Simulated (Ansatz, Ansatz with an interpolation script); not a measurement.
# SiO2 (Cristobalite): quasiparticle bands by Wannier interpolation

Wanted: quasiparticle gap and band widths of SiO2 (Cristobalite) over the whole zone.

Calculated with Ansatz 0.2.0; LDA, Wannier functions and G0W0, plane waves, PAW.

The database entry behind the starting cell lists a temperature of 340 K, so it need not match the best structure at ambient conditions.

### 1. The starting structure

It takes space group P4_12_12 (No. 92, tetragonal). The conventional cell has a = 4.982 Å, b = 4.982 Å, c = 6.963 Å, α = 90.00°, β = 90.00°, γ = 90.00°. Nearest to Si lie 4 O at 1.60 to 1.61 Å. O has 2 Si at 1.60 to 1.61 Å nearest. Farther neighbours and most contacts between anions are not listed.

Structure file:

```cif
data_structure
_symmetry_space_group_name_H-M 'P 1'
_symmetry_Int_Tables_number 1
_cell_length_a 4.9820
_cell_length_b 4.9820
_cell_length_c 6.9630
_cell_angle_alpha 90.000
_cell_angle_beta 90.000
_cell_angle_gamma 90.000
_cell_volume 172.82
loop_
_atom_site_label
_atom_site_type_symbol
_atom_site_fract_x
_atom_site_fract_y
_atom_site_fract_z
_atom_site_occupancy
Si1 Si 0.29897 0.29897 0.00000 1
Si2 Si 0.20103 0.79897 0.25000 1
Si3 Si 0.70103 0.70103 0.50000 1
Si4 Si 0.79897 0.20103 0.75000 1
O5 O 0.23989 0.10347 0.17813 1
O6 O 0.39653 0.73989 0.42813 1
O7 O 0.76011 0.89653 0.67813 1
O8 O 0.60347 0.26011 0.92813 1
O9 O 0.73989 0.39653 0.57187 1
O10 O 0.89653 0.76011 0.32187 1
O11 O 0.26011 0.60347 0.07187 1
O12 O 0.10347 0.23989 0.82187 1
```

The cell and positions come from the Crystallography Open Database and are kept as given unless a step says otherwise.

### 2. LDA bands

The cheap functional maps the bands first; the places of the edges decide which points the dearer methods must see.

This step: DFT, LDA, plane waves, PAW; PAW set soft_1.

Contents of input.yaml:

```yaml
crystal:
  lattice:
    - [4.982, 0.0, 0.0]
    - [0.0, 4.982, 0.0]
    - [0.0, 0.0, 6.963]
  atoms:
    - { symbol: Si, position: [0.29897, 0.29897, 0.0] }
    - { symbol: Si, position: [0.20103, 0.79897, 0.25] }
    - { symbol: Si, position: [0.70103, 0.70103, 0.5] }
    - { symbol: Si, position: [0.79897, 0.20103, 0.75] }
    - { symbol: O, position: [0.23989, 0.10347, 0.17813] }
    - { symbol: O, position: [0.39653, 0.73989, 0.42813] }
    - { symbol: O, position: [0.76011, 0.89653, 0.67813] }
    - { symbol: O, position: [0.60347, 0.26011, 0.92813] }
    - { symbol: O, position: [0.73989, 0.39653, 0.57187] }
    - { symbol: O, position: [0.89653, 0.76011, 0.32187] }
    - { symbol: O, position: [0.26011, 0.60347, 0.07187] }
    - { symbol: O, position: [0.10347, 0.23989, 0.82187] }
kpoints:
  mp_grid: { grid: [4, 4, 2] }
  band_path:
    path:
      - [[0.0, 0.0, 0.0], [0.0, 0.5, 0.0], [0.5, 0.5, 0.0], [0.0, 0.0, 0.0], [0.0, 0.0, 0.5], [0.0, 0.5, 0.5], [0.5, 0.5, 0.5], [0.0, 0.0, 0.5]]
      - [[0.0, 0.5, 0.0], [0.0, 0.5, 0.5]]
      - [[0.5, 0.5, 0.0], [0.5, 0.5, 0.5]]
    npoints: 10
hamiltonian:
  xc: lda
  pseudopotentials: { kind: paw, azcp: { folder: soft_1 }, xc_functional: pbe }
scf:
  occupations: { method: fermi_dirac, width: 0.02 }
  n_extra_bands: 91
output:
  eigenvalues: true
  forces: true
  stress: true
  fatbands: true
  write_density: true
  write_potential: true
  elf: true
  volumetric_format: npy
```

Launch:

```
$ ansatz run input.yaml --threads 3 --pin off --max-ram 92160MiB --backend cuda --events-out ev --progress --plain --runs-dir out --devices 1 --max-vram 13GiB
```

Numbers of over 12 decimals in the logs are rounded to 6 here.

The program printed:

```text
scf.n_extra_bands = 91 over 32 filled bands (N_el = 64.0): the run solves 123 bands
GPUs: using 1 of 1 available (devices: 1).
Engine: ansatz 0.2.0, x86_64-unknown-linux-gnu
Pseudopotentials: kind: paw
Pseudopotential: Si, paw, valence charge 4, recommended cutoff 420 eV (normal), soft_1/Si.paw.azcp
Pseudopotential: O, paw, valence charge 6, recommended cutoff 420 eV (normal), soft_1/O.paw.azcp
Functional definition: SPW92
  exchange = slater_x
  correlation = pw_c
device memory: the entry about to start is reckoned to put 5.9 GiB on a device that reports 19.1 GiB free (of which the cap on the GPU budget leaves the run 13.0 GiB)
GPU FFT provider: cuFFT
GPU libraries: cuBLAS 13.8.2, cuFFT 12.4.0, cuSOLVER 12.3.4
Crystal: 12 atoms, lattice volume = 172.824 Å³
Basis set: ecut = 420 eV, 3387 PW (Γ)
Bands: 123, of which v1, the nominal top of the filled ones, is band 32 counted from 1 (31 counted from 0)
Symmetry: 8 space group operations
Space group: P41212 (ITA 92), of the structure as read, at distance tolerance 5.6e-5 Å
k-points: 12 of 32
Non-local potential: Si, projectors of the file, l = 0: 2, l = 1: 2, l = 2: 1
Non-local potential: O, projectors of the file, l = 0: 2, l = 1: 2, l = 2: 1
PAW form: soft (Blöchl's): semilocal exchange-correlation on the pseudo side does not see the compensation charge
PAW frozen core: Si, regenerated for the run's functional, and the local potential with it (the file was generated under x = pbe(κ = 0.804, μ = 0.219515), c = pbe(β = 0.066725))
PAW frozen core: O, regenerated for the run's functional, and the local potential with it (the file was generated under x = pbe(κ = 0.804, μ = 0.219515), c = pbe(β = 0.066725))
PAW one-centre angular grid: Si, 110 points (default); XC on 64 Gauss nodes
PAW one-centre angular grid: O, 110 points (default); XC on 64 Gauss nodes
Initial density: superposition of atomic densities (chi_scale 0.1, normalization cell, long waves kept (reshape's long-wave potential 0.00 eV rms))
Initial wavefunctions: pseudopotential atomic-orbital guess
GPU buffer pool allocated for 62208 grid points (all kernels)
GPU transforms: local potential and band sums: pruned to the plane-wave sphere, on 36×36×48
Functional: x = slater, c = lda
SCF iter   1: F=—  HF=-6897.477655 eV  |F-HF|=—  |Δ(HF+E_count)|=         —  Δρ=1.20e-1  dr2=2.22e1  ethr=3.10e-3  ⟨swp⟩=6.1  Hψ=7982  notcnv=0  defer=549
preconditioner: auto → Resta (q_TF=auto, 2.312 Å⁻¹)  ε∞=1.5  [insulator: Δε(μ)=7.232 eV  Ē_g=30.952 eV  σ=0.020 eV  W_gap=1.00  n_scr=36 (ndim 8)  ℏωp=22.6 eV  f_vac=0.116  D(μ)=0.00/eV (n_scr^D=0)  ε∞_Penn≈1.5]
SCF iter   2: F=—  HF=-6891.206629 eV  |F-HF|=—  |Δ(HF+E_count)|=    6.27e0  Δρ=4.89e-2  dr2=1.50e0  ethr=3.10e-3  ⟨swp⟩=2.4  Hψ=2167  notcnv=0  defer=1020
SCF iter   3: F=—  HF=-6890.836358 eV  |F-HF|=—  |Δ(HF+E_count)|=   3.70e-1  Δρ=1.85e-2  dr2=3.06e-1  ethr=2.35e-3  ⟨swp⟩=2.0  Hψ=816  notcnv=0  defer=1020
SCF iter   4: F=—  HF=-6890.781616 eV  |F-HF|=—  |Δ(HF+E_count)|=   5.47e-2  Δρ=3.01e-3  dr2=8.47e-3  ethr=4.77e-4  ⟨swp⟩=2.8  Hψ=1165  notcnv=0  defer=1016
SCF iter   5: F=—  HF=-6890.781523 eV  |F-HF|=—  |Δ(HF+E_count)|=   9.30e-5  Δρ=2.92e-4  dr2=1.00e-4  ethr=1.32e-5  ⟨swp⟩=2.5  Hψ=1500  notcnv=0  defer=1014
SCF iter   6: F=—  HF=-6890.781560 eV  |F-HF|=—  |Δ(HF+E_count)|=   3.67e-5  Δρ=1.87e-5  dr2=8.79e-7  ethr=1.57e-7  ⟨swp⟩=2.2  Hψ=746  notcnv=0  defer=1014
SCF iter   7: F=—  HF=-6890.781777 eV  |F-HF|=—  |Δ(HF+E_count)|=   2.17e-4  Δρ=4.13e-6  dr2=2.10e-8  ethr=1.56e-10  ⟨swp⟩=22.4  Hψ=15758  notcnv=0
SCF iter   8: F=-6890.781777 eV  HF=-6890.781777 eV  |F-HF|=9.64e-11  |Δ(HF+E_count)|=  4.35e-10  Δρ=5.54e-7  dr2=3.67e-10  ethr=3.28e-11  ⟨swp⟩=6.8  Hψ=4143  notcnv=0
SCF 1 converged in 8 iterations: F = -6890.781777 eV  dr2 = 3.67e-10
[...]
device memory: the entry about to start is reckoned to put 4.9 GiB on a device that reports 19.1 GiB free (of which the cap on the GPU budget leaves the run 13.0 GiB)
NSCF: frozen V_eff on 93 k-points
SCF converged after 8 iterations
Free energy (F): -6890.781777 eV
Harris-Foulkes:  -6890.781777 eV  (|F-HF|=9.64e-11)
Internal energy: -6890.781777 eV  (E = F + TS)
E sigma→0 (E₀):  -6890.781777 eV
Fermi energy:    3.749642 eV
--- Per-component energies (eV) ---
  E_band       = -377.892931
  E_kinetic    = 1548.624748
  E_local      = -4519.511048  (includes V_loc(G=0)·N_el)
  E_nonlocal   = 529.742716
  E_hartree    = 1680.883943
  E_xc         = -790.350242
  E_vxc        = -920.763847  (∫ρ·V_xc dr)
  E_paw        = -3165.462040  (= ΣΔE_a)
  E_vpaw       = -377.760867  (= ΣTr[D̂ρ^β])
  E_aug_tail   = 0.006865  (compensation charges beyond the density's cutoff)
  E_ewald      = -2175.829413
  E_core_change = 1.112695  (= ΣΔE_core)
  E_smearing   = -0.000000  (= −TS)
  E_closure    = 0.000000  (closes the sum)
  Σ components = -6890.781777   (vs F -6890.781777, Δ=0.00e0)
--- Forces (eV/Å), atoms counted from 1 ---
  atom   1  Si     0.10749698     0.10749698     0.00000000
  atom   2  Si    -0.10749698     0.10749698    -0.00000000
  atom   3  Si    -0.10749698    -0.10749698     0.00000000
  atom   4  Si     0.10749698    -0.10749698    -0.00000000
  atom   5  O     -0.04210074    -0.09491221     0.10597382
  atom   6  O      0.09491221    -0.04210074     0.10597382
  atom   7  O      0.04210074     0.09491221     0.10597382
  atom   8  O     -0.09491221     0.04210074     0.10597382
  atom   9  O     -0.04210074     0.09491221    -0.10597382
  atom  10  O      0.09491221     0.04210074    -0.10597382
  atom  11  O      0.04210074    -0.09491221    -0.10597382
  atom  12  O     -0.09491221    -0.04210074    -0.10597382
  max |Σ_I F_I| component: 4.86e-17 eV/Å
--- Stress (GPa, compression-positive) ---
       -0.022675       0.000000      -0.000000
        0.000000      -0.022675      -0.000000
       -0.000000      -0.000000       0.512610
  P = ⅓ Tr σ = 0.1558 GPa (1.558 kbar)
--- Band table (eV; the first three rows and the last of 12) ---
  k-point 0: bands = [... 28 lower, 0.3263, 0.7216, 0.7216, 0.9895, 6.5098, 9.5953, 9.5953, 10.0235, ... 87 higher]
  k-point 1: bands = [... 28 lower, 0.4748, 0.4748, 0.5914, 0.5914, 7.7385, 7.7385, 10.2350, 10.2350, ... 87 higher]
  k-point 2: bands = [... 28 lower, 0.2650, 0.5142, 0.6620, 0.8028, 7.1321, 9.7322, 9.7660, 10.0624, ... 87 higher]
  k-point 11: bands = [... 28 lower, 0.3490, 0.3490, 0.3490, 0.3490, 10.0023, 10.0023, 10.0023, 10.0023, ... 87 higher]
```

Run time: 39 s. Hardware: 1 × NVIDIA H100 80GB HBM3 (shared by 6 runs) with 3 threads of AMD EPYC 7R13 (Zen 3), shared host; peak memory 1 GiB; 99 s of CPU time.

Numbers from this step:

* pressure: 0.1558 GPa
* filled bands: 32
* gap: 5.520 eV
* valence top at: Γ
* conduction bottom at: Γ
* least direct gap: 5.520 eV

The gap is direct, at Γ.

Electronic bands along the path, in eV, zero at the top of the highest nominally filled band:

```csv
point,band 29,band 30,band 31,band 32,band 33,band 34,band 35,band 36
Γ,-0.66,-0.27,-0.27,0.00,5.52,8.61,8.61,9.03
halfway,-0.72,-0.48,-0.33,-0.19,6.14,8.74,8.78,9.07
X,-0.66,-0.66,-0.47,-0.47,7.56,7.56,9.03,9.03
halfway,-0.66,-0.66,-0.56,-0.56,7.92,7.92,8.89,8.89
M,-0.60,-0.60,-0.56,-0.56,8.51,8.51,8.67,8.67
halfway,-0.87,-0.57,-0.48,-0.30,6.70,8.63,8.95,9.10
Γ,-0.66,-0.27,-0.27,0.00,5.52,8.61,8.61,9.03
halfway,-0.62,-0.46,-0.30,-0.12,5.86,7.84,8.85,9.19
Z,-0.51,-0.51,-0.40,-0.40,6.75,6.75,9.25,9.25
halfway,-0.75,-0.75,-0.25,-0.25,7.17,7.17,9.10,9.10
R,-0.95,-0.95,-0.16,-0.16,7.94,7.94,8.65,8.65
halfway,-0.92,-0.92,-0.29,-0.29,8.32,8.32,8.82,8.82
A,-0.64,-0.64,-0.64,-0.64,9.01,9.01,9.01,9.01
halfway,-0.81,-0.81,-0.28,-0.28,7.57,7.57,9.24,9.24
Z,-0.51,-0.51,-0.40,-0.40,6.75,6.75,9.25,9.25
jump to X,-0.66,-0.66,-0.47,-0.47,7.56,7.56,9.03,9.03
halfway,-0.86,-0.86,-0.27,-0.27,7.71,7.71,8.91,8.91
R,-0.95,-0.95,-0.16,-0.16,7.94,7.94,8.65,8.65
jump to M,-0.60,-0.60,-0.56,-0.56,8.51,8.51,8.67,8.67
halfway,-0.63,-0.63,-0.59,-0.59,8.67,8.67,8.83,8.83
A,-0.64,-0.64,-0.64,-0.64,9.01,9.01,9.01,9.01
```

Valence density in the ac plane at fractional y = 0.240, with atoms of Si and O within 0.2 Å of it. It is the smooth field of the valence electrons, not physical close to the nuclei.

Ten steps, logarithmic in the rise over the least value, from '_' (0.0 e/Å³) to '@' (7.1 e/Å³), each cell a mean:
```
--==++==--==**%%@@@@**--::::
**####++====**%%@@@@**==--==
%%@@@@##==--==**%%##**====++
%%@@@@**--::::==++++==--==**
##%%##++::....::------::--++
======::..____..::----------
::::....______..::==++==--::
..____________..::==++++--::
______________..::======--..
________________..::----::..
__________________........__
____________________________
____......__________________
__..------::..______________
..::==++++--..______________
..--++**++==::..____________
..--==++++==::::....________
..::======------==--::..____
..::----::--++**##**==::....
```
Columns run along a (5.0 Å), rows up along c (7.0 Å). Atoms in or near the plane, at fractional coordinates: Si at (0.80, 0.75), O at (0.60, 0.93), O at (0.10, 0.82).

ELF in the ac plane at fractional y = 0.240, with atoms of Si and O within 0.2 Å of it. It is the smooth field of the valence electrons, not physical close to the nuclei.

Ten even steps from '_' (0.00) to '@' (0.84), each cell a mean:
```
**####==..==@@@@**%%@@++..::
%%@@@@%%--==%%%%++##@@++::**
%%++##@@++::**%%%%@@@@==--%%
%%++##@@++..--**%%%%++::==@@
@@@@@@@@++____::----..::::##
**%%%%##--______::------..--
..--==--..____..==**%%##==::
______________::++%%%%%%**::
______________--**%%%%%%**--
______________::++##%%##++::
________________::==++==--__
____......________......____
__::++++++--________________
::**%%%%%%**--______________
==##@@@@@@##==..____________
==##@@@@@@##--______________
::++%%@@@@**::..::--::______
..::++**++::::++##%%**::____
..::::....::**@@@@@@@@==____
```
Columns run along a (5.0 Å), rows up along c (7.0 Å). Atoms in or near the plane, at fractional coordinates: Si at (0.80, 0.75), O at (0.60, 0.93), O at (0.10, 0.82).

(Continued in part 2 of 2.)

[Paths, hosts, dates, memory and timing lines, banners, echoed tables and standing remarks are left out of the program output.]

[Logs are printed without paths, hosts, clocks, repeated set-up lines and the standing remarks that a program may print on its own settings, such as how far it seeks lower states.]

[Runs of the session that timed out or met a known fault of the program may be left out.]

[Hosts, paths, dates, database ids (printed as entryN), source tags and the programs' standing remarks are cut or masked in the printed files.]
